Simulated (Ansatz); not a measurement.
## Bands, cutoff and cost in G0W0 for TiO2 (Rutile)

Aim: see how the G0W0 gap of TiO2 (Rutile) on PBE moves with empty bands and screening cutoff, and what each rung costs.

Main program and level: Ansatz 0.2.0; G0W0 on PBE, plane waves, PAW.

## 1. The starting structure

Symmetry: P4_2/mnm, No. 136, tetragonal system. The conventional cell has a = 4.592 Å, b = 4.592 Å, c = 2.957 Å, α = 90.00°, β = 90.00°, γ = 90.00°. Nearest to Ti lie 6 O at 1.95 to 1.98 Å. O has 3 Ti at 1.95 to 1.98 Å nearest. Farther neighbours and most contacts between anions are not listed.

The cell and positions come from the Crystallography Open Database and are kept as given unless a step says otherwise.

## 2. 163 empty bands, screening to 110 eV

Now the one-shot GW correction: screening in the RPA, then the self-energy of the levels asked for. This step takes hard PAW files.

File input.yaml:

```yaml
crystal:
  lattice:
    - [4.5922, 0.0, 0.0]
    - [0.0, 4.5922, 0.0]
    - [0.0, 0.0, 2.9574]
  atoms:
    - { symbol: Ti, position: [0.0, 0.0, 0.0] }
    - { symbol: Ti, position: [0.5, 0.5, 0.5] }
    - { symbol: O, position: [0.30496, 0.30496, 0.0] }
    - { symbol: O, position: [0.19504, 0.80496, 0.5] }
    - { symbol: O, position: [0.69504, 0.69504, 0.0] }
    - { symbol: O, position: [0.80496, 0.19504, 0.5] }
kpoints:
  mp_grid: { grid: [4, 4, 6] }
hamiltonian:
  xc: pbe
  pseudopotentials: { kind: paw, source: ansatz }
scf:
  occupations: { method: fixed }
gw:
  n_empty_bands: 163
  ecut_chi: 110.0
  qp_bands: [v2, c2]
  qp_kpoints: band_edges
  screening: { model: contour_deformation }
```

Started as:

```
ansatz run input.yaml --threads 4 --pin off --max-ram 138240MiB --backend cuda --events-out ev --progress --plain --runs-dir out --devices 1 --max-vram 26GiB
```

Numbers of over 12 decimals in the logs are rounded to 6 here.

Output:

```text
GPUs: using 1 of 1 available (devices: 1).
Engine: ansatz 0.2.0, x86_64-unknown-linux-gnu
Pseudopotentials: kind: paw
Pseudopotential: Ti, paw, valence charge 12, recommended cutoff 740 eV (normal), Ti.paw.azcp
Pseudopotential: O, paw, valence charge 6, recommended cutoff 930 eV (normal), O.paw.azcp
Functional definition: PBE
  parameter kappa = 0.804
  parameter beta = 0.066725
  exchange = pbe_x(kappa = kappa, mu = beta*pi^2/3)
  correlation = pbe_c(beta = beta)
device memory: the entry about to start is reckoned to put 1.7 GiB on a device that reports 71.7 GiB free (of which the cap on the GPU budget leaves the run 26.0 GiB)
GPU FFT provider: cuFFT
GPU libraries: cuBLAS 13.8.2, cuFFT 12.4.0, cuSOLVER 12.3.4
Crystal: 6 atoms, lattice volume = 62.367 Å³
Basis set: ecut = 930 eV, 4027 PW (Γ)
Bands: 30, of which v1, the nominal top of the filled ones, is band 24 counted from 1 (23 counted from 0)
Symmetry: 16 space group operations
Space group: P42/mnm (ITA 136), of the structure as read, at distance tolerance 4.0e-5 Å
k-points: 24 of 96
Non-local potential: Ti, projectors of the file, l = 0: 2, l = 1: 2, l = 2: 2, l = 3: 1
Non-local potential: O, projectors of the file, l = 0: 2, l = 1: 2, l = 2: 1
PAW form: soft (Blöchl's): semilocal exchange-correlation on the pseudo side does not see the compensation charge
PAW one-centre angular grid: Ti, 590 points (default); XC on 64 Gauss nodes
PAW one-centre angular grid: O, 110 points (default); XC on 64 Gauss nodes
Initial density: superposition of atomic densities (chi_scale 0.1, normalization cell, long waves kept (reshape's long-wave potential 0.00 eV rms))
Initial wavefunctions: pseudopotential atomic-orbital guess
GPU buffer pool allocated for 104976 grid points (all kernels)
GPU transforms: local potential and band sums: pruned to the plane-wave sphere, on 45×45×30
Functional: x = pbe(κ = 0.804, μ = 0.219515), c = pbe(β = 0.066725)
SCF iter   1: F=—  HF=-7280.265050 eV  |F-HF|=—  |Δ(HF+E_count)|=         —  Δρ=1.40e-1  dr2=1.37e1  ethr=3.10e-3  ⟨swp⟩=4.5  Hψ=2449  notcnv=0  defer=20
preconditioner: auto → Resta (q_TF=auto, 2.612 Å⁻¹)  ε∞=4.0  [insulator: Δε(μ)=4.230 eV  Ē_g=17.999 eV  n_scr=18 (ndim 8)  ℏωp=31.2 eV  f_vac=0.000  ε∞_Penn≈4.0]
SCF iter   2: F=—  HF=-7277.931247 eV  |F-HF|=—  |Δ(HF+E_count)|=    2.33e0  Δρ=9.59e-2  dr2=3.39e0  ethr=3.10e-3  ⟨swp⟩=3.0  Hψ=1742  notcnv=0  defer=56
SCF iter   3: F=—  HF=-7277.473280 eV  |F-HF|=—  |Δ(HF+E_count)|=   4.58e-1  Δρ=3.10e-2  dr2=4.18e-1  ethr=3.10e-3  ⟨swp⟩=2.5  Hψ=1412  notcnv=0  defer=6
SCF iter   4: F=—  HF=-7277.513720 eV  |F-HF|=—  |Δ(HF+E_count)|=   4.04e-2  Δρ=1.99e-2  dr2=2.63e-1  ethr=8.71e-4  ⟨swp⟩=3.2  Hψ=1337  notcnv=0  defer=49
SCF iter   5: F=—  HF=-7277.484556 eV  |F-HF|=—  |Δ(HF+E_count)|=   2.92e-2  Δρ=1.20e-2  dr2=1.05e-1  ethr=5.48e-4  ⟨swp⟩=2.0  Hψ=773  notcnv=0  defer=91
SCF iter   6: F=—  HF=-7277.465425 eV  |F-HF|=—  |Δ(HF+E_count)|=   1.91e-2  Δρ=6.66e-4  dr2=3.83e-4  ethr=2.18e-4  ⟨swp⟩=2.0  Hψ=1048  notcnv=0  defer=88
SCF iter   7: F=—  HF=-7277.465559 eV  |F-HF|=—  |Δ(HF+E_count)|=   1.34e-4  Δρ=1.80e-4  dr2=1.94e-5  ethr=7.98e-7  ⟨swp⟩=2.0  Hψ=1485  notcnv=0  defer=96
SCF iter   8: F=—  HF=-7277.465569 eV  |F-HF|=—  |Δ(HF+E_count)|=   1.01e-5  Δρ=6.42e-5  dr2=2.77e-6  ethr=4.03e-8  ⟨swp⟩=2.1  Hψ=978  notcnv=0  defer=2
SCF iter   9: F=-7277.465569 eV  HF=-7277.465569 eV  |F-HF|=4.55e-8  |Δ(HF+E_count)|=   1.29e-7  Δρ=1.14e-5  dr2=8.47e-8  ethr=2.08e-10  ⟨swp⟩=4.2  Hψ=2799  notcnv=0
SCF 1 converged in 9 iterations: F = -7277.465569 eV  dr2 = 8.47e-8
  greatest PAW one-centre occupation: 0.932 electrons in one spin orbital (limit 2), on the Ti atom at site 1 (counted from 0), in its partial waves of l = 0
device memory: the entry about to start is reckoned to put 1.6 GiB (of the 1.8 GiB reckoned in all, the device holds 0.2 GiB already) on a device that reports 71.4 GiB free (of which the cap on the GPU budget leaves the run 25.8 GiB)
NSCF: frozen V_eff on 24 k-points, pencils in batches of 32, up to order 120
the band table was solved once the SCF had ended and its energy, with any forces and stress, was formed, with the checks that follow a solve (3186 applications of the Hamiltonian). They found nothing against the state; the energy, forces and stress were not computed again (output.eigenvalues in the input reference)
device memory: the entry about to start is reckoned to put 5.6 GiB on a device that reports 70.4 GiB free (of which the cap on the GPU budget leaves the run 26.0 GiB)
NSCF: frozen V_eff on 24 k-points
G₀W₀ screening: q 1/24
[... further progress lines ...]
SCF converged after 9 iterations
Free energy (F): -7277.465569 eV
Harris-Foulkes:  -7277.465569 eV  (|F-HF|=4.55e-8)
Internal energy: -7277.465569 eV  (E = F + TS)
E sigma→0 (E₀):  -7277.465569 eV
Fermi energy:    9.070438 eV
--- Per-component energies (eV) ---
  E_band       = -394.106505
  E_kinetic    = 1940.245355
  E_local      = -4527.053688  (includes V_loc(G=0)·N_el)
  E_nonlocal   = 950.325837
  E_hartree    = 1204.389898
  E_xc         = -706.012873
  E_vxc        = -914.005300  (∫ρ·V_xc dr)
  E_paw        = -2542.265259  (= ΣΔE_a)
  E_vpaw       = -252.406140  (= ΣTr[D̂ρ^β])
  E_aug_tail   = -0.000015  (compensation charges beyond the density's cutoff)
  E_ewald      = -3597.094824
  E_smearing   = -0.000000  (= −TS)
  E_closure    = 0.000000  (closes the sum)
  Σ components = -7277.465569   (vs F -7277.465569, Δ=0.00e0)
--- Band table (eV; the first three rows and the last of 24) ---
  k-point 0: bands = [... 20 lower, 8.3698, 8.6284, 8.6284, 9.0704, 10.9612, 11.2700, 11.4962, 11.5868, ... 2 higher]
  k-point 1: bands = [... 20 lower, 7.3803, 8.1074, 8.1074, 8.9103, 11.3471, 11.4871, 11.5285, 11.9202, ... 2 higher]
  k-point 2: bands = [... 20 lower, 7.0442, 7.5049, 7.5049, 8.0907, 11.4351, 11.8131, 12.2343, 12.5054, ... 2 higher]
  k-point 23: bands = [... 20 lower, 7.7911, 7.7911, 8.3994, 8.3994, 11.6781, 11.6781, 12.3022, 12.3022, ... 2 higher]
--- G₀W₀: contour deformation, 7 samples at zero and on the imaginary axis and 1 off it, 96 q-points, 163 empty bands' worth ---
  eigenvalues of the whole cell's RPA ε∞ on this k-mesh (on a slab, of 1 + 4πα/V) = 7.1905, 7.1905, 8.6182; static W/v taken at q = 0 is 0.130285
  bands read: the sum over 187 bands ends inside a degenerate multiplet in 14 slots, whose members it reads at an even weight; the widest, k=3: bands 187 to 188 (counted from 1) at 1/2 each
  gw.qp_kpoints: band_edges: 19 of 24 stored k-points solved, in 1 pass; an edge of the gap read off the rows below is read off those points alone
    valence top: of the k-points left out ik 8 came nearest to being solved in a further pass, in band 23 (counted from 1, as in the quasiparticle table): it holds the edge there only if its correction is more favourable than any solved in that band by at least 0.737 eV; those differ by 0.151 eV
    conduction bottom: of the k-points left out ik 7 came nearest to being solved in a further pass, in band 26 (counted from 1, as in the quasiparticle table): it holds the edge there only if its correction is more favourable than any solved in that band by at least 0.522 eV; those differ by 0.189 eV
    ik  band        ε_KS         Σx   Σc(E_QP)       V_xc       Z   E_QP_lin       E_QP  E_QP is
     0    23      8.6284   -26.1729     4.5249   -21.5576  0.7190     8.5377     8.5379  root
     0    24      9.0704   -26.1088     4.7052   -21.3269  0.7075     8.9936     8.9938  root
     0    25     10.9612   -13.4030    -6.9572   -21.6946  0.7194    12.3390    12.2956  root
     0    26     11.2700   -13.3754    -6.6888   -21.3069  0.7202    12.5506    12.5127  root
     1    23      8.1074   -25.4852     4.1778   -21.2380  0.7169     8.0379     8.0380  root
     1    24      8.9103   -26.0232     4.8778   -21.0314  0.7059     8.7959     8.7962  root
     1    25     11.3471   -13.3040    -7.2904   -21.8779  0.7063    12.6755    12.6306  root
     1    26     11.4871   -13.8190    -6.8954   -22.0297  0.7153    12.8473    12.8024  root
     2    23      7.5049   -25.8078     5.0321   -20.5552  0.6995     7.2831     7.2843  root
     2    24      8.0907   -24.6230     4.6908   -19.7664  0.6980     7.9242     7.9249  root
     2    25     11.4351   -13.8944    -6.9551   -22.0934  0.7040    12.7209    12.6789  root
     2    26     11.8131   -13.9132    -7.4992   -22.8163  0.7053    13.2752    13.2169  root
     3    23      7.6483   -25.7588     4.9817   -20.5650  0.7001     7.4351     7.4362  root
     3    24      7.6483   -25.7588     4.9817   -20.5650  0.7001     7.4351     7.4362  root
     3    25     12.0533   -14.5784    -7.0075   -22.8181  0.6883    13.3361    13.2855  root
     3    26     12.0533   -14.5784    -7.0075   -22.8181  0.6883    13.3361    13.2855  root
     4    23      8.2526   -25.5997     4.5654   -20.9326  0.7076     8.1506     8.1508  root
     4    24      8.8382   -25.9330     4.7894   -21.0324  0.7062     8.7267     8.7269  root
     4    25     11.2595   -13.7465    -6.8492   -21.8923  0.7138    12.5999    12.5560  root
     4    26     11.5929   -13.6085    -6.7680   -21.5924  0.7096    12.8494    12.8088  root
     5    23      8.0250   -25.2519     4.4817   -20.6532  0.7055     7.9078     7.9081  root
     5    24      8.7020   -25.7734     4.7759   -20.8796  0.7051     8.5838     8.5841  root
     5    25     11.4676   -13.5749    -7.1631   -22.0232  0.7057    12.7984    12.7528  root
     5    26     11.7841   -14.4427    -6.8640   -22.5936  0.7013    13.1204    13.0711  root
[...]
21    23      7.6815   -26.1469     4.5606   -21.4256  0.7206     7.5203     7.5208  root
    21    24      7.6815   -26.1469     4.5606   -21.4256  0.7206     7.5203     7.5208  root
    21    25     11.4508   -13.9821    -6.9626   -22.2789  0.7117    12.8325    12.7849  root
    21    26     11.4508   -13.9821    -6.9626   -22.2789  0.7117    12.8325    12.7849  root
    23    23      8.3994   -26.2325     4.7617   -21.3291  0.7127     8.2573     8.2577  root
    23    24      8.3994   -26.2325     4.7617   -21.3291  0.7127     8.2573     8.2577  root
    23    25     11.6781   -13.8499    -6.8900   -21.9550  0.7011    12.9354    12.8932  root
    23    26     11.6781   -13.8499    -6.8900   -21.9550  0.7011    12.9354    12.8932  root
```

The job ended after 17 s (1 × NVIDIA H100 80GB HBM3 (shared by 3 runs) with 4 threads of AMD EPYC 7R13 (Zen 3), shared host; peak memory 1.5 GiB).

This step gave:

```yaml
bands_summed: 187
rpa_eps_infinity_on_this_mesh_eigenvalues: 7.191, 7.191, 8.618
plane_waves_in_the_screening_matrix: 177
q_points_in_the_mesh: 96
g0w0_gap_on_the_mesh: 3.239 eV
k_of_the_valence_top: 0, 0, 0
k_of_the_conduction_bottom: 0, -0.5, -0.5
starting_gap_on_the_mesh: 1.891 eV
z_at_the_valence_top: 0.7075
z_at_the_conduction_bottom: 0.7186
least_direct_g0w0_gap_on_the_computed_points: 3.302 eV
```

The gap on the mesh goes from 1.89 eV to 3.24 eV, a correction of +1.35 eV, though a band edge has moved to another state.

## 3. 370 empty bands, screening to 190 eV

Bands and screening cutoff are moved together, since each hides the error of the other.

input.yaml: that of step 2 with these lines changed.

```diff
@@ -20,4 +20,4 @@
 gw:
-  n_empty_bands: 163
-  ecut_chi: 110.0
+  n_empty_bands: 370
+  ecut_chi: 190.0
   qp_bands: [v2, c2]
```

Output:

```text
GPUs: using 1 of 1 available (devices: 1).
[...]
GPU FFT provider: cuFFT
GPU libraries: cuBLAS 13.8.2, cuFFT 12.4.0, cuSOLVER 12.3.4
Crystal: 6 atoms, lattice volume = 62.367 Å³
Basis set: ecut = 930 eV, 4027 PW (Γ)
Bands: 30, of which v1, the nominal top of the filled ones, is band 24 counted from 1 (23 counted from 0)
Symmetry: 16 space group operations
[...]
k-points: 24 of 96
[...]
GPU buffer pool allocated for 104976 grid points (all kernels)
[...]
SCF iter   1: F=—  HF=-7280.265050 eV  |F-HF|=—  |Δ(HF+E_count)|=         —  Δρ=1.40e-1  dr2=1.37e1  ethr=3.10e-3  ⟨swp⟩=4.5  Hψ=2449  notcnv=0  defer=20
[...]
SCF iter   9: F=-7277.465569 eV  HF=-7277.465569 eV  |F-HF|=4.55e-8  |Δ(HF+E_count)|=   1.29e-7  Δρ=1.14e-5  dr2=8.47e-8  ethr=2.08e-10  ⟨swp⟩=4.2  Hψ=2799  notcnv=0
SCF 1 converged in 9 iterations: F = -7277.465569 eV  dr2 = 8.47e-8
[...]
NSCF: frozen V_eff on 24 k-points, pencils in batches of 32, up to order 120
[...]
NSCF: frozen V_eff on 24 k-points
G₀W₀ screening: q 1/24
[... further progress lines ...]
SCF converged after 9 iterations
Free energy (F): -7277.465569 eV
[...]
Internal energy: -7277.465569 eV  (E = F + TS)
E sigma→0 (E₀):  -7277.465569 eV
Fermi energy:    9.070438 eV
[...]
--- Band table (eV; the first three rows and the last of 24) ---
  k-point 0: bands = [... 20 lower, 8.3698, 8.6284, 8.6284, 9.0704, 10.9612, 11.2700, 11.4962, 11.5868, ... 2 higher]
  k-point 1: bands = [... 20 lower, 7.3803, 8.1074, 8.1074, 8.9103, 11.3471, 11.4871, 11.5285, 11.9202, ... 2 higher]
  k-point 2: bands = [... 20 lower, 7.0442, 7.5049, 7.5049, 8.0907, 11.4351, 11.8131, 12.2343, 12.5054, ... 2 higher]
  k-point 23: bands = [... 20 lower, 7.7911, 7.7911, 8.3994, 8.3994, 11.6781, 11.6781, 12.3022, 12.3022, ... 2 higher]
[...]
0    23      8.6284   -26.1729     4.2193   -21.5576  0.7133     8.2292     8.2323  root
     0    24      9.0704   -26.1088     4.4166   -21.3269  0.7012     8.7023     8.7051  root
     0    25     10.9612   -13.4030    -7.2230   -21.6946  0.7161    12.0564    12.0297  root
     0    26     11.2700   -13.3754    -6.9478   -21.3069  0.7170    12.2764    12.2536  root
     1    23      8.1074   -25.4852     3.8849   -21.2380  0.7117     7.7423     7.7450  root
     1    24      8.9103   -26.0232     4.5962   -21.0314  0.6995     8.5112     8.5146  root
     1    25     11.3471   -13.3040    -7.5544   -21.8779  0.7021    12.3940    12.3666  root
     1    26     11.4871   -13.8190    -7.1662   -22.0297  0.7119    12.5586    12.5316  root
[...]
23    23      8.3994   -26.2325     4.4671   -21.3291  0.7072     7.9591     7.9632  root
    23    24      8.3994   -26.2325     4.4671   -21.3291  0.7072     7.9591     7.9632  root
    23    25     11.6781   -13.8499    -7.1608   -21.9550  0.6965    12.6468    12.6223  root
    23    26     11.6781   -13.8499    -7.1608   -21.9550  0.6965    12.6468    12.6223  root
```

It took 38 s on 1 × NVIDIA H100 80GB HBM3 (shared by 3 runs) with 4 threads; peak memory 2.3 GiB.

This step gave:

| Quantity | Value |
| --- | --- |
| bands summed | 394 |
| RPA ε∞ on this mesh (eigenvalues) | 7.165, 7.165, 8.590 |
| plane waves in the screening matrix | 351 |
| q-points in the mesh | 96 |
| G0W0 gap on the mesh | 3.269 eV |
| k of the valence top | 0, 0, 0 |
| k of the conduction bottom | 0, -0.5, -0.5 |
| starting gap on the mesh | 1.891 eV |
| Z at the valence top | 0.7012 |
| Z at the conduction bottom | 0.7147 |
| least direct G0W0 gap on the computed points | 3.325 eV |

Against the run with 4×4×6 mesh, 163 empty bands, screening to 110 eV, hard PAW files, the gap moves by +0.03 eV.

## 4. 628 empty bands, screening to 270 eV

input.yaml: that of step 3 with these lines changed.

```diff
@@ -20,4 +20,4 @@
 gw:
-  n_empty_bands: 370
-  ecut_chi: 190.0
+  n_empty_bands: 628
+  ecut_chi: 270.0
   qp_bands: [v2, c2]
```

Output:

```text
GPUs: using 1 of 1 available (devices: 1).
[...]
GPU FFT provider: cuFFT
GPU libraries: cuBLAS 13.8.2, cuFFT 12.4.0, cuSOLVER 12.3.4
Crystal: 6 atoms, lattice volume = 62.367 Å³
Basis set: ecut = 930 eV, 4027 PW (Γ)
Bands: 30, of which v1, the nominal top of the filled ones, is band 24 counted from 1 (23 counted from 0)
Symmetry: 16 space group operations
[...]
k-points: 24 of 96
[...]
1    26     11.4871   -13.8190    -7.3064   -22.0297  0.7104    12.4111    12.3913  root
[...]
23    23      8.3994   -26.2325     4.3011   -21.3291  0.7049     7.7890     7.7972  root
    23    24      8.3994   -26.2325     4.3011   -21.3291  0.7049     7.7890     7.7972  root
    23    25     11.6781   -13.8499    -7.3035   -21.9550  0.6944    12.4970    12.4797  root
    23    26     11.6781   -13.8499    -7.3035   -21.9550  0.6944    12.4970    12.4797  root
[key lines of the parts left out:]
SCF converged after 9 iterations
Free energy (F): -7277.465569 eV
Fermi energy:    9.070438 eV
```

Wall time 72 s (1 × NVIDIA H100 80GB HBM3 (shared by 3 runs) with 4 threads); peak memory 3.6 GiB.

This step gave:

| Item | Value |
| --- | --- |
| bands summed | 652 |
| RPA ε∞ on this mesh (eigenvalues) | 7.152, 7.152, 8.576 |
| plane waves in the screening matrix | 615 |
| G0W0 gap on the mesh | 3.300 eV |
| k of the valence top | 0, 0, 0 |
| k of the conduction bottom | 0, -0.5, -0.5 |
| starting gap on the mesh | 1.891 eV |
| least direct G0W0 gap on the computed points | 3.355 eV |

Against the run with 4×4×6 mesh, 370 empty bands, screening to 190 eV, hard PAW files, the gap moves by +0.03 eV.

(Part 1 of 2 ends here.)

[Paths, hosts, dates, memory and timing lines, banners, echoed tables and standing remarks are left out of the program output.]

[Logs are printed without paths, hosts, clocks, repeated set-up lines and the standing remarks that a program may print on its own settings, such as how far it seeks lower states.]

[Runs of the session that timed out or met a known fault of the program may be left out.]

[Cells called generated may have been cut or substituted from an entry of the Crystallography Open Database or the Materials Project.]

[Hosts, paths, dates, database ids (printed as entryN), source tags and the programs' standing remarks are cut or masked in the printed files.]
